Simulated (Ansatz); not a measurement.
**LiCN (Pnma) (72 atoms): repeated cells from small to large**

Aim: repeat one cell of LiCN (Pnma) (72 atoms) to ever larger supercells at Γ and follow error, time and memory.

Method: Kohn-Sham DFT, PBE, PAW (set soft_2), plane waves, in Ansatz 0.2.0.

This is a report of a sequence of runs, with most program output left out.

## Step 1: Starting point

The cell holds 72 atoms: 24 Li, 24 C and 24 N. Cell: a = 8.730 Å, b = 11.190 Å, c = 13.040 Å, α = 90.0°, β = 90.0°, γ = 90.0°. It derives from LiCN (Pnma), repeated 1×3×2. LiCN, space group Pnma, structure from the Crystallography Open Database, 1 x 3 x 2 conventional cells; every coordinate displaced by a Gaussian of 0.06 Å.

## Step 2: Plane waves, typed cell on a dense mesh

The typed cell on a k-mesh is the yardstick: it samples like Γ on the cell repeated as often as the mesh has points along each axis. Its own convergence isn't tested.

Input file input.yaml:

```yaml
crystal:
  lattice:
    - [8.73, 0.0, 0.0]
    - [0.0, 11.19, 0.0]
    - [0.0, 0.0, 13.04]
  atoms:
    - { symbol: Li, position: [0.3761, 0.08923, 0.23643] }
    - { symbol: Li, position: [0.12967, 0.24975, 0.48103] }
    - { symbol: Li, position: [0.64617, 0.24452, 0.26516] }
    - { symbol: Li, position: [0.8711, 0.08413, 0.01852] }
    [... 62 atom lines left out ...]
    - { symbol: C, position: [0.81661, 0.91922, 0.86855] }
    - { symbol: C, position: [0.69787, 0.75516, 0.62358] }
    - { symbol: "N", position: [0.09626, 0.75454, 0.57084] }
    - { symbol: "N", position: [0.40197, 0.92532, 0.8203] }
    - { symbol: "N", position: [0.91203, 0.92294, 0.93215] }
    - { symbol: "N", position: [0.59733, 0.74874, 0.68488] }
kpoints:
  mp_grid: { grid: [4, 3, 3] }
hamiltonian:
  xc: pbe
scf:
  occupations: { method: fermi_dirac, width: 0.025 }
output:
  forces: true
  stress: true
  populations: true
  dos:
    method: { smearing: { sigma: 0.1 } }
    de: 0.1
    projected: { site_lists: { C: [C], Li: [Li], "N": ["N"] } }
  eigenvalues: true
```

On the command line:

```bash
ansatz run input.yaml --threads 32 --pin off --max-ram 143360MiB --backend cuda --events-out ev --progress --plain --runs-dir out
```

Elapsed: 4.2 s, on 1 × NVIDIA GB200 with 32 threads of Arm Neoverse V2, shared host; peak memory 3.1 GiB; 38 s of CPU time.

That memory is the host's; the program planned up to 49.4 GiB on the GPU. Forces of this run were stored rounded, and per-atom blocks of the log weren't kept.

Read from the output:

* free energy: -20160.0365 eV
* free energy per atom: -280.0005 eV/atom
* SCF cycles: 10
* pressure: 6.143 GPa
* r.m.s. force component: 5.815 eV/Å
* longest force: 40.34 eV/Å
* Fermi energy: 0.312 eV
* gap (highest filled to lowest empty level): 5.146 eV
* spilling of the projection: 0.01009

The r.m.s. force component of 5.8 eV/Å sets the scale for the differences below.

## Step 3: Plane waves, 72 atoms

The typed cell is solved at Γ alone, the coarsest sampling of the series.

input.yaml, the sections that differ from step 2:

```yaml
kpoints:
  mp_grid: { grid: [1, 1, 1] }
output:
  forces: true
# crystal, hamiltonian, scf: as in step 2
```

The job ended after 1.5 s (1 × NVIDIA GB200 with 32 threads; peak memory 1.2 GiB; 3.2 s of CPU time).

That memory is the host's; the program planned up to 3.2 GiB on the GPU.

It converged in 9 SCF cycles; the log is left out.

The energy lies 0.391 meV/atom below the dense-mesh reference.

## Step 4: Support functions, 72 atoms

The typed cell is solved at Γ alone, now in support functions.

This step: Kohn-Sham DFT, PBE, PAW (set soft_2), localised support functions (medium) (Ansatz 0.2.0).

Edit input.yaml of step 3 so:

```diff
@@ -13,2 +13,4 @@
   occupations: { method: fermi_dirac, width: 0.025 }
+  eigensolver: { kind: { support_functions: { accuracy: medium } } }
+  max_iter: 150
 output:
```

Elapsed: 2.3 s, on 1 × NVIDIA GB200 with 32 threads; peak memory 1.1 GiB; 11 s of CPU time.

That memory is the host's; the program planned up to 2.9 GiB on the GPU.

The program notes that the band table was not solved further than the SCF left it and it switched symmetry off.

The energy lies 3.84 meV/atom below the dense-mesh reference, and 3.5 meV/atom below plane waves of the same size, an offset between the two bases that leaves the sampling error alike.

## Step 5: Plane waves, 144 atoms

The cell is repeated and solved at Γ in plane waves, whose cost grows towards the cube of the size.

This step: Kohn-Sham DFT, PBE, PAW (set soft_2), plane waves (Ansatz 0.2.0).

input.yaml, the sections that differ from step 4:

```yaml
crystal:
  lattice:
    - [8.73, 0.0, 0.0]
    - [0.0, 11.19, 0.0]
    - [0.0, 0.0, 13.04]
  atoms:
    [... the 72 atom lines of step 2 ...]
  supercell: [2, 1, 1]
scf:
  occupations: { method: fermi_dirac, width: 0.025 }
# kpoints, hamiltonian, output: as in step 4
```

Elapsed: 1.8 s, on 1 × NVIDIA GB200 with 32 threads; peak memory 1.5 GiB.

That memory is the host's; the program planned up to 5.5 GiB on the GPU.

It converged in 10 SCF cycles; the log is left out.

The energy lies 0.105 meV/atom above the dense-mesh reference.

## Step 6: Support functions, 144 atoms

The repeated cell is solved at Γ in support functions.

This step: Kohn-Sham DFT, PBE, PAW (set soft_2), localised support functions (medium) (Ansatz 0.2.0).

Edit input.yaml of step 5 so:

```diff
@@ -14,2 +14,4 @@
   occupations: { method: fermi_dirac, width: 0.025 }
+  eigensolver: { kind: { support_functions: { accuracy: medium } } }
+  max_iter: 150
 output:
```

It took 3.4 s on 1 × NVIDIA GB200 with 32 threads; peak memory 1.3 GiB; 13 s of CPU time.

That memory is the host's; the program planned up to 4.8 GiB on the GPU.

The energy lies 3.37 meV/atom below the dense-mesh reference, and 3.5 meV/atom below plane waves of the same size, an offset between the two bases that leaves the sampling error alike.

## Step 7: Plane waves, 864 atoms

This step: Kohn-Sham DFT, PBE, PAW (set soft_2), plane waves (Ansatz 0.2.0).

input.yaml, the sections that differ from step 6:

```yaml
crystal:
  lattice:
    - [8.73, 0.0, 0.0]
    - [0.0, 11.19, 0.0]
    - [0.0, 0.0, 13.04]
  atoms:
    [... the 72 atom lines of step 2 ...]
  supercell: [3, 2, 2]
scf:
  occupations: { method: fermi_dirac, width: 0.025 }
# kpoints, hamiltonian, output: as in step 6
```

It took 10 s on 1 × NVIDIA GB200 with 32 threads; peak memory 2.9 GiB.

That memory is the host's; the program planned up to 84.6 GiB on the GPU.

It converged in 10 SCF cycles; the log is left out.

The energy lies 0.0203 meV/atom below the dense-mesh reference.

## Step 8: Support functions, 864 atoms

This step: Kohn-Sham DFT, PBE, PAW (set soft_2), localised support functions (medium) (Ansatz 0.2.0).

Edit input.yaml of step 7 so:

```diff
@@ -14,2 +14,4 @@
   occupations: { method: fermi_dirac, width: 0.025 }
+  eigensolver: { kind: { support_functions: { accuracy: medium } } }
+  max_iter: 150
 output:
```

It took 13 s on 1 × NVIDIA GB200 with 32 threads; peak memory 3.5 GiB.

That memory is the host's; the program planned up to 20.6 GiB on the GPU.

It converged in 16 SCF cycles; the log is left out.

The energy lies 3.48 meV/atom below the dense-mesh reference, and 3.5 meV/atom below plane waves of the same size, an offset between the two bases that leaves the sampling error alike.

## Step 9: Support functions, 2592 atoms

Edit input.yaml of step 8 so:

```diff
@@ -7,3 +7,3 @@
     [... the 72 atom lines of step 2 ...]
-  supercell: [3, 2, 2]
+  supercell: [4, 3, 3]
 kpoints:
```

It took 49 s on 1 × NVIDIA GB200 with 32 threads; peak memory 8.2 GiB; 1.7 min of CPU time.

That memory is the host's; the program planned up to 56.8 GiB on the GPU.

The energy lies 3.50 meV/atom below the dense-mesh reference.

## Step 10: Support functions, 6912 atoms

Edit input.yaml of step 9 so:

```diff
@@ -7,3 +7,3 @@
     [... the 72 atom lines of step 2 ...]
-  supercell: [4, 3, 3]
+  supercell: [6, 4, 4]
 kpoints:
```

It took 4.7 min on 1 × NVIDIA GB200 with 32 threads; peak memory 21 GiB.

That memory is the host's; the program planned up to 136 GiB on the GPU.

The energy lies 3.48 meV/atom below the dense-mesh reference.

## Step 11: All sizes together

Differences are against the typed cell on a 4×3×3 mesh, which samples like Γ on 2592 atoms (r.m.s. force component 5.82 eV/Å, gap 5.15 eV). Every repeated cell is solved at Γ, and forces are averaged over the copies of each atom. Hardware: 1 × NVIDIA GB200 with 32 threads of Arm Neoverse V2, shared host.

```tsv
atoms	repeats	basis	Δ force, r.m.s. (meV/Å)	Δ energy (meV/atom)	less plane waves of the same size (meV/atom)	gap (eV)	spread among copies (meV/Å)	SCF cycles	time	host memory (GiB)	planned on the GPU (GiB)
72	1×1×1	plane waves	5.58	-0.391	-	-	-	9	1.5 s	1.2	3.2
72	1×1×1	support functions	15.2	-3.84	-3.5	5.21	-	15	2.3 s	1.1	2.9
144	2×1×1	plane waves	1.22	0.105	-	-	0	10	1.8 s	1.5	5.5
144	2×1×1	support functions	14.3	-3.37	-3.5	5.18	0.043	15	3.4 s	1.3	4.8
864	3×2×2	plane waves	0.03	-0.0203	-	-	0	10	10 s	2.9	85
864	3×2×2	support functions	13.3	-3.48	-3.5	5.13	0.054	16	13 s	3.5	21
2592	4×3×3	support functions	13.3	-3.50	-	5.15	0.059	17	49 s	8.2	57
6912	6×4×4	support functions	13.3	-3.48	-	5.13	0.081	17	4.7 min	21	136
```

## Step 12: The reference in detail

With the settings judged, the reference run is read for its physics.

Length of the force by element:

```tsv
element	coordination	atoms	mean length of the force (eV/Å)	spread	least	most
C	all	24	7.80	9.60	0.319	40.3
Li	all	24	0.383	0.187	0.110	0.717
N	all	24	7.84	9.47	0.244	39.8
```

Löwdin charges by element (they lack the spilled electrons, 0.040 e an atom on average):

```tsv
element	coordination	atoms	mean charge (e)	spread	least	most
C	all	24	-0.143	0.0107	-0.162	-0.109
Li	all	24	0.682	0.0046	0.669	0.690
N	all	24	-0.418	0.0248	-0.456	-0.351
```

States in the cell by windows of 1 eV, zero at the Fermi level; some projections on atomic orbitals stand beside the total:

```tsv
from (eV)	to (eV)	total	N p	C p	C s	N s
-14	-8	0.0	0.0	0.0	0.0	0.0
-8	-7	11.6	6.1	0.4	2.0	2.2
-7	-6	29.7	15.2	1.8	5.0	6.5
-6	-5	24.2	13.7	6.9	1.2	1.8
-5	-4	63.5	37.2	23.3	0.8	0.4
-4	-3	47.8	15.9	19.0	8.5	0.7
-3	-2	15.2	2.8	6.3	4.4	0.4
-2	2	0.0	0.0	0.0	0.0	0.0
2	3	8.6	2.6	4.8	0.0	0.1
3	4	40.1	12.2	22.0	0.1	0.2
4	5	33.2	10.3	18.1	0.2	0.1
```

Between -26 and -14 eV lie 48 more states.

The stored curve holds about 240 of the 288 electrons; the rest, give or take the few that broadening carries across the Fermi level, lie in deeper levels below its range.

Not all projections were asked for or kept, so they needn't add up to the total.

The levels nearest the highest filled one (over half full), pooled over k-points and spins:

```tsv
level less the highest filled one (eV)	occupation
-0.0096	2
-4.0e-4	2
-4.0e-4	2
0	2
0	2
0	2
5.15	0
5.15	0
5.15	0
5.17	0
5.17	0
5.17	0
```

Mean Löwdin charges: C -0.14, Li +0.68, N -0.42 e (they miss 1.0 % of the electrons, so they add up to more than the cell's charge). The largest share in the top eV of filled states is C p (42 % of the projected weight), and in the lowest eV of empty states C p (63 % of the projected weight).

## Step 13: Results

```json
{
 "free energy per atom": "-280.0005 eV/atom",
 "density": "1.031 g/cm³",
 "pressure": "6.143 GPa",
 "r.m.s. force component": "5.815 eV/Å",
 "gap (highest filled to lowest empty level)": "5.146 eV",
 "wall time of the 9 DFT runs": "6.1 min"
}
```

What this shows: Repeating the cell at Γ samples more k-points: in plane waves the energy difference from the dense mesh goes from -0.391 meV/atom at 72 atoms to -0.0203 at 864, and the force difference from 5.6 to 0.03 meV/Å. With plane waves, the time grows as the 1.0 power of the atom count between the two largest sizes, 144 and 864 atoms. The smaller run is short enough for fixed overheads to flatten this slope. With support functions, the time grows as the 1.8 power of the atom count between the two largest sizes, 2592 and 6912 atoms. At equal size the support functions lie 3.5 meV/atom below plane waves, likely because their grid holds more waves than 420 eV; no run tests this. Support functions take 1.6 times the time of plane waves at 72 atoms and 1.2 times at 864, so no crossover is reached among the sizes that both ran. Each time is a single run, so ratios and crossover are rough. The bases also began from different starting densities. At the largest size the support functions' forces differ from the reference by 0.23 % of the r.m.s. force, which holds the difference of sampling between the two as well as that of the basis.

Between filled and empty levels lie 5.15 eV (on the run's k-points); a semilocal functional tends to put such gaps too low.

What to keep in mind: The geometry starts from published positions, was displaced at random and isn't relaxed at this level: its force components are 5.8 eV/Å r.m.s. The stress is far from hydrostatic: its diagonal is 10.9, 0.3, 7.2 GPa, compression counted positive. The published positions, changed by the recipe (random displacements or longer bonds to H), lie far from the minimum at this level of theory. The pressure of 6.1 GPa belongs to a cell and atoms that aren't relaxed at this level.

[Logs are printed without paths, hosts, clocks, repeated set-up lines and the standing remarks that a program may print on its own settings, such as how far it seeks lower states.]

[Hosts, paths, dates, database ids (printed as entryN), source tags and the programs' standing remarks are cut or masked in the printed files.]
